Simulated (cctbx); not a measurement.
**Resonant diffraction in TaPtPb**

Space group Pnma (no. 62), a = 7.0640 Å, b = 4.2940 Å, c = 7.2310 Å, α = 90.00°, β = 90.00°, γ = 90.00°.

```
atom  mult.       x    y       z  Ueq (Å²)
 Pb1      4  0.5147  1/4  0.8008    0.0023
 Pt1      4  0.2015  3/4  0.9193    0.0027
 Ta1      4  0.8158  3/4  0.9165    0.0026
```

This is a model crystal, built by substitution and not relaxed, with assumed displacement parameters.

Calculated with cctbx: free-atom f′ and f″ from the Sasaki tables, no fine structure; amplitudes in electrons.

```
E (eV)  F 3 0 1  F 1 1 2  F 1 1 1  F 0 1 1
  9281    401.8    288.4     42.9     22.7
  9631    394.5    284.9     47.4     26.0
  9761    389.2    282.5     51.6     28.9
  9821    384.3    280.3     55.8     31.6
  9851    379.5    278.2     60.2     34.4
  9866    374.9    276.2     64.5     37.2
  9873    370.8    274.5     68.4     39.7
  9877    366.6    272.7     72.5     42.2
  9885    366.6    272.6     76.5     44.0
  9889    372.1    274.9     71.1     40.6
  9896    376.8    276.9     66.6     37.8
  9911    381.7    279.0     61.8     34.7
  9941    386.4    281.0     56.9     31.7
 10031    392.1    283.3     50.6     27.9
 10281    397.0    285.1     43.0     23.9
```

**Question.** Which edge is crossed, and why do the reflections move as they do?

The L3 edge of Ta. The edge is at 9881 eV. f′ of Ta falls from -12.1 e at 9761 eV to -18.9 e at 4 eV below it, and f″ steps from 3.79 to 10.49 e across it. Over that approach |F| changes by -6 % (3 0 1), -3 % (1 1 2), +41 % (1 1 1) and +46 % (0 1 1): a reflection falls where Ta scatters in phase with the total and rises where it scatters against it; it hardly moves where the Ta term is small or cancels by symmetry. Above the edge the larger f″ enters the imaginary part, where it can add to or cancel the other atoms' f″. The structure is centrosymmetric, so Friedel mates stay equal.

[Logs are printed without paths, hosts, clocks, repeated set-up lines and the standing remarks that a program may print on its own settings, such as how far it seeks lower states.]
